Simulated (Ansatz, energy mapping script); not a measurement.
**LiNiSe2 in the alpha-NaFeO2 structure: J from the energies of magnetic orders**

Aim: the exchange couplings of LiNiSe2 in the alpha-NaFeO2 structure from the energies of a few collinear orders, and the ordering temperature that they give.

Method: PBEsol with U = 3.6 eV on Ni d, ortho-atomic projectors; plane waves, U on orthogonalised atomic orbitals unless named otherwise, collinear spin, no spin–orbit coupling, in Ansatz 0.2.0.

This is a report of a sequence of runs, with most program output left out.

## Step 1: Starting point

Symmetry: R-3m, No. 166, trigonal system. Conventional cell: a = 3.520 Å, b = 3.520 Å, c = 18.011 Å, α = 90.00°, β = 90.00°, γ = 120.00°. Nearest to Li lie 6 Se at 2.62 Å. Nearest to Ni lie 6 Se at 2.44 Å. Se has 3 Ni at 2.44 Å and 3 Li at 2.62 Å nearest. alpha-NaFeO2 prototype, lattice guessed from radii. Farther neighbours and most contacts between anions are not listed.

This cell was built for the study (alpha-NaFeO2 prototype, lattice guessed from radii), not taken from an experiment; the compound need not form in this structure.

The cell was relaxed beforehand in Ansatz under PBEsol with U = 6 eV on Ni d, ortho-atomic projectors, D3(BJ) dispersion, from parallel moments.

The U corrects the self-interaction that lets semilocal functionals spread d and f electrons too far. Its value here is typed, not computed.

## Step 2: One set of occupation matrices for all orders

A corrected shell can settle in several orbital fillings. One parallel run, with an occupation width a fifth wider than the orders use, therefore is to supply the occupation matrices. All orders start from them.

Contents of input.yaml:

```yaml
crystal:
  lattice:
    - [1.759824408, 1.016051877, 6.003814541]
    - [-1.759824408, 1.016051877, 6.003814541]
    - [0.0, -2.032053411, 6.00382306]
  atoms:
    - { symbol: Li, position: [0.0, 0.0, 0.0] }
    - { symbol: Ni, position: [0.5, 0.5, 0.5], spin: 2.0 }
    - { symbol: Se, position: [0.24180541, 0.24180541, 0.24180541] }
    - { symbol: Se, position: [0.75819459, 0.75819459, 0.75819459] }
magnetization:
  spin_polarized: true
kpoints:
  mp_grid: { grid: [10, 10, 10] }
hamiltonian:
  xc: pbesol
  hubbard:
    sites: [{ species: Ni, l: d, u_eff: 3.6 }]
    projectors: ortho-atomic
scf:
  occupations: { method: fermi_dirac, width: 0.06 }
output:
  eigenvalues: true
```

Command:

```console
ansatz run input.yaml --threads 4 --pin off --max-ram 8192MiB --backend cpu --events-out ev --progress --plain --runs-dir out
```

Run time: 5.6 min. Hardware: 4 threads of Arm Neoverse V1, shared host; peak memory 3 GiB.

Numbers from this step:

```yaml
final_state: ferromagnetic
electrons_in_the_corrected_shells: 8.737 e
largest_moment: 0.924 μB
```

## Step 3: Run 1 (parallel; cell A, 8 atoms)

Each cell gets its own parallel run on the same mesh, so that most of the mesh error cancels in the differences.

Contents of input.yaml:

```yaml
crystal:
  lattice:
    - [-1.759824408, 3.048105288, -8.519e-06]
    - [-5.279473224, -3.048105288, 8.519e-06]
    - [1.759824408, 1.016051877, 6.003814541]
  atoms:
    - { symbol: Li, position: [0.5, 0.5, 0.0] }
    - { symbol: Li, position: [0.0, 0.0, 0.0] }
    - { symbol: Ni, position: [0.5, 0.0, 0.5], spin: 2.0 }
    - { symbol: Ni, position: [0.0, 0.5, 0.5], spin: 2.0 }
    - { symbol: Se, position: [0.5, 0.74180541, 0.72541623] }
    - { symbol: Se, position: [0.0, 0.24180541, 0.72541623] }
    - { symbol: Se, position: [0.5, 0.25819459, 0.27458377] }
    - { symbol: Se, position: [0.0, 0.75819459, 0.27458377] }
magnetization:
  spin_polarized: true
kpoints:
  mp_grid: { grid: [9, 6, 5] }
hamiltonian:
  xc: pbesol
  hubbard:
    sites:
      - { species: Ni, l: d, u_eff: 3.6 }
      - { site: 2, l: d, u_eff: 3.6, starting_ns: [{ spin: up, occupation_matrix: ni2_major }, { spin: down, occupation_matrix: ni2_minor }] }
      - { site: 3, l: d, u_eff: 3.6, starting_ns: [{ spin: up, occupation_matrix: ni2_major }, { spin: down, occupation_matrix: ni2_minor }] }
    projectors: ortho-atomic
    occupation_matrices:
      ni2_major:
        matrix:
          - [0.989, 0.0, 0.0, 0.0, 0.0]
          - [0.0, 0.945, 0.0, 0.0, 0.031]
          - [0.0, 0.0, 0.945, 0.031, 0.0]
          - [0.0, 0.0, 0.031, 0.965, 0.0]
          - [0.0, 0.031, 0.0, 0.0, 0.965]
      ni2_minor:
        matrix:
          - [0.984, 0.0, 0.0, 0.0, 0.0]
          - [0.0, 0.639, 0.0, 0.0, 0.229]
          - [0.0, 0.0, 0.639, 0.229, 0.0]
          - [0.0, 0.0, 0.229, 0.833, 0.0]
          - [0.0, 0.229, 0.0, 0.0, 0.833]
scf:
  occupations: { method: fermi_dirac, width: 0.05 }
output:
  eigenvalues: true
```

The job ended after 69 s (4 threads; peak memory 1.9 GiB).

Spin moment in the sphere by atom:

```
atom  spin moment in the sphere (μB)
 Li1                           0.040
 Li2                           0.040
 Ni3                           0.927
 Ni4                           0.927
 Se5                           0.004
 Se6                           0.004
 Se7                           0.004
 Se8                           0.004
```

The run ends ferromagnetic.

## Step 4: Run 2 (compensated +−; cell A, 8 atoms)

This order reverses 4 of the 6 neighbours at 3.52 Å, 4 of the 6 neighbours at 6.10 Å and 4 of the 6 neighbours at 6.34 Å, counted for an average magnetic atom.

input.yaml, as its differences from that of step 3:

```diff
@@ -9,3 +9,3 @@
     - { symbol: Ni, position: [0.5, 0.0, 0.5], spin: 2.0 }
-    - { symbol: Ni, position: [0.0, 0.5, 0.5], spin: 2.0 }
+    - { symbol: Ni, position: [0.0, 0.5, 0.5], spin: -2.0 }
     - { symbol: Se, position: [0.5, 0.74180541, 0.72541623] }
@@ -24,3 +24,3 @@
       - { site: 2, l: d, u_eff: 3.6, starting_ns: [{ spin: up, occupation_matrix: ni2_major }, { spin: down, occupation_matrix: ni2_minor }] }
-      - { site: 3, l: d, u_eff: 3.6, starting_ns: [{ spin: up, occupation_matrix: ni2_major }, { spin: down, occupation_matrix: ni2_minor }] }
+      - { site: 3, l: d, u_eff: 3.6, starting_ns: [{ spin: up, occupation_matrix: ni2_minor }, { spin: down, occupation_matrix: ni2_major }] }
     projectors: ortho-atomic
```

It took 78 s on 4 threads; peak memory 1.9 GiB.

Spin moment in the sphere by atom:

```
atom  spin moment in the sphere (μB)
 Li1                           0.034
 Li2                          -0.034
 Ni3                           0.865
 Ni4                          -0.865
 Se5                           0.001
 Se6                          -0.001
 Se7                           0.001
 Se8                          -0.001
```

The run ends antiferromagnetic, 52.56 meV a magnetic atom above the parallel order of its cell (energies taken at zero occupation width, not the printed F).

## Step 5: Order 3: parallel, cell B of 12 atoms

The parallel order again, as the reference for this cell.

Contents of input.yaml:

```yaml
crystal:
  lattice:
    - [-5.279473224, -3.048105288, 8.519e-06]
    - [-5.279473224, 3.048105288, -8.519e-06]
    - [-1.759824408, -1.016051877, -6.003814541]
  atoms:
    - { symbol: Li, position: [0.666666667, 0.666666667, 0.0] }
    - { symbol: Li, position: [0.333333333, 0.333333333, 0.0] }
    - { symbol: Li, position: [0.0, 0.0, 0.0] }
    - { symbol: Ni, position: [0.166666667, 0.666666667, 0.5], spin: 2.0 }
    - { symbol: Ni, position: [0.833333333, 0.333333333, 0.5], spin: 2.0 }
    - { symbol: Ni, position: [0.5, 0.0, 0.5], spin: 2.0 }
    - { symbol: Se, position: [0.908472077, 0.666666667, 0.27458377] }
    - { symbol: Se, position: [0.575138743, 0.333333333, 0.27458377] }
    - { symbol: Se, position: [0.24180541, 0.0, 0.27458377] }
    - { symbol: Se, position: [0.424861257, 0.666666667, 0.72541623] }
    - { symbol: Se, position: [0.091527923, 0.333333333, 0.72541623] }
    - { symbol: Se, position: [0.75819459, 0.0, 0.72541623] }
magnetization:
  spin_polarized: true
kpoints:
  mp_grid: { grid: [6, 6, 5] }
hamiltonian:
  xc: pbesol
  hubbard:
    sites:
      - { species: Ni, l: d, u_eff: 3.6 }
      - { site: 3, l: d, u_eff: 3.6, starting_ns: [{ spin: up, occupation_matrix: ni2_major }, { spin: down, occupation_matrix: ni2_minor }] }
      - { site: 4, l: d, u_eff: 3.6, starting_ns: [{ spin: up, occupation_matrix: ni2_major }, { spin: down, occupation_matrix: ni2_minor }] }
      - { site: 5, l: d, u_eff: 3.6, starting_ns: [{ spin: up, occupation_matrix: ni2_major }, { spin: down, occupation_matrix: ni2_minor }] }
    projectors: ortho-atomic
    occupation_matrices:
      ni2_major:
        matrix:
          - [0.989, 0.0, 0.0, 0.0, 0.0]
          - [0.0, 0.945, 0.0, 0.0, 0.031]
          - [0.0, 0.0, 0.945, 0.031, 0.0]
          - [0.0, 0.0, 0.031, 0.965, 0.0]
          - [0.0, 0.031, 0.0, 0.0, 0.965]
      ni2_minor:
        matrix:
          - [0.984, 0.0, 0.0, 0.0, 0.0]
          - [0.0, 0.639, 0.0, 0.0, 0.229]
          - [0.0, 0.0, 0.639, 0.229, 0.0]
          - [0.0, 0.0, 0.229, 0.833, 0.0]
          - [0.0, 0.229, 0.0, 0.0, 0.833]
scf:
  occupations: { method: fermi_dirac, width: 0.05 }
output:
  eigenvalues: true
```

Run time: 1.9 min. Hardware: 4 threads; peak memory 2.8 GiB.

The run ends ferromagnetic. For each magnetic atom its energy differs from the parallel run of the first cell by -2.92 meV, an error that one common reference would have brought in.

## Step 6: Order 4: uncompensated ++−, cell B of 12 atoms

This order reverses 4 of the 6 neighbours at 3.52 Å, 0 of the 6 neighbours at 6.10 Å and 2.67 of the 6 neighbours at 6.34 Å, counted for an average magnetic atom.

input.yaml, as its differences from that of step 5:

```diff
@@ -11,3 +11,3 @@
     - { symbol: Ni, position: [0.833333333, 0.333333333, 0.5], spin: 2.0 }
-    - { symbol: Ni, position: [0.5, 0.0, 0.5], spin: 2.0 }
+    - { symbol: Ni, position: [0.5, 0.0, 0.5], spin: -2.0 }
     - { symbol: Se, position: [0.908472077, 0.666666667, 0.27458377] }
@@ -29,3 +29,3 @@
       - { site: 4, l: d, u_eff: 3.6, starting_ns: [{ spin: up, occupation_matrix: ni2_major }, { spin: down, occupation_matrix: ni2_minor }] }
-      - { site: 5, l: d, u_eff: 3.6, starting_ns: [{ spin: up, occupation_matrix: ni2_major }, { spin: down, occupation_matrix: ni2_minor }] }
+      - { site: 5, l: d, u_eff: 3.6, starting_ns: [{ spin: up, occupation_matrix: ni2_minor }, { spin: down, occupation_matrix: ni2_major }] }
     projectors: ortho-atomic
```

Wall time 1.8 min (4 threads); peak memory 2.8 GiB.

The run ends ferrimagnetic, 68.14 meV a magnetic atom above the parallel order of its cell (energies taken at zero occupation width, not the printed F).

## Step 7: Parallel start in cell C (8 atoms)

Contents of input.yaml:

```yaml
crystal:
  lattice:
    - [-3.519648816, 0.0, 0.0]
    - [0.0, 6.096210576, -1.7038e-05]
    - [1.759824408, -1.016051877, -6.003814541]
  atoms:
    - { symbol: Li, position: [0.0, 0.0, 0.0] }
    - { symbol: Li, position: [0.5, 0.5, 0.0] }
    - { symbol: Ni, position: [0.25, 0.75, 0.5], spin: 2.0 }
    - { symbol: Ni, position: [0.75, 0.25, 0.5], spin: 2.0 }
    - { symbol: Se, position: [0.637291885, 0.879097295, 0.27458377] }
    - { symbol: Se, position: [0.137291885, 0.379097295, 0.27458377] }
    - { symbol: Se, position: [0.862708115, 0.620902705, 0.72541623] }
    - { symbol: Se, position: [0.362708115, 0.120902705, 0.72541623] }
magnetization:
  spin_polarized: true
kpoints:
  mp_grid: { grid: [9, 5, 9] }
hamiltonian:
  xc: pbesol
  hubbard:
    sites:
      - { species: Ni, l: d, u_eff: 3.6 }
      - { site: 2, l: d, u_eff: 3.6, starting_ns: [{ spin: up, occupation_matrix: ni2_major }, { spin: down, occupation_matrix: ni2_minor }] }
      - { site: 3, l: d, u_eff: 3.6, starting_ns: [{ spin: up, occupation_matrix: ni2_major }, { spin: down, occupation_matrix: ni2_minor }] }
    projectors: ortho-atomic
    occupation_matrices:
      ni2_major:
        matrix:
          - [0.989, 0.0, 0.0, 0.0, 0.0]
          - [0.0, 0.945, 0.0, 0.0, 0.031]
          - [0.0, 0.0, 0.945, 0.031, 0.0]
          - [0.0, 0.0, 0.031, 0.965, 0.0]
          - [0.0, 0.031, 0.0, 0.0, 0.965]
      ni2_minor:
        matrix:
          - [0.984, 0.0, 0.0, 0.0, 0.0]
          - [0.0, 0.639, 0.0, 0.0, 0.229]
          - [0.0, 0.0, 0.639, 0.229, 0.0]
          - [0.0, 0.0, 0.229, 0.833, 0.0]
          - [0.0, 0.229, 0.0, 0.0, 0.833]
scf:
  occupations: { method: fermi_dirac, width: 0.05 }
output:
  eigenvalues: true
```

Elapsed: 52 s, on 4 threads; peak memory 1.7 GiB.

The run ends ferromagnetic. For each magnetic atom its energy differs from the parallel run of the first cell by 0.98 meV, an error that one common reference would have brought in.

## Step 8: Compensated +− start in cell C (8 atoms)

This order reverses 4 of the 6 neighbours at 3.52 Å, 4 of the 6 neighbours at 6.10 Å and 2 of the 6 neighbours at 6.34 Å, counted for an average magnetic atom.

input.yaml, as its differences from that of step 7:

```diff
@@ -9,3 +9,3 @@
     - { symbol: Ni, position: [0.25, 0.75, 0.5], spin: 2.0 }
-    - { symbol: Ni, position: [0.75, 0.25, 0.5], spin: 2.0 }
+    - { symbol: Ni, position: [0.75, 0.25, 0.5], spin: -2.0 }
     - { symbol: Se, position: [0.637291885, 0.879097295, 0.27458377] }
@@ -24,3 +24,3 @@
       - { site: 2, l: d, u_eff: 3.6, starting_ns: [{ spin: up, occupation_matrix: ni2_major }, { spin: down, occupation_matrix: ni2_minor }] }
-      - { site: 3, l: d, u_eff: 3.6, starting_ns: [{ spin: up, occupation_matrix: ni2_major }, { spin: down, occupation_matrix: ni2_minor }] }
+      - { site: 3, l: d, u_eff: 3.6, starting_ns: [{ spin: up, occupation_matrix: ni2_minor }, { spin: down, occupation_matrix: ni2_major }] }
     projectors: ortho-atomic
```

Run time: 70 s. Hardware: 4 threads; peak memory 1.7 GiB; 4.7 min of CPU time.

The run ends antiferromagnetic, 60.83 meV a magnetic atom above the parallel order of its cell (energies taken at zero occupation width, not the printed F).

[end of part 1 of 2]

[Logs and program files are shortened in this print: banners, set-up blocks, solver, clock and traceback lines can be left out without a mark of their own.]

[Logs are printed without paths, hosts, clocks, repeated set-up lines and the standing remarks that a program may print on its own settings, such as how far it seeks lower states.]

[Hosts, paths, dates, database ids (printed as entryN), source tags and the programs' standing remarks are cut or masked in the printed files.]

[Where a cell is said to come from a database of computed structures, the database is the Materials Project.]
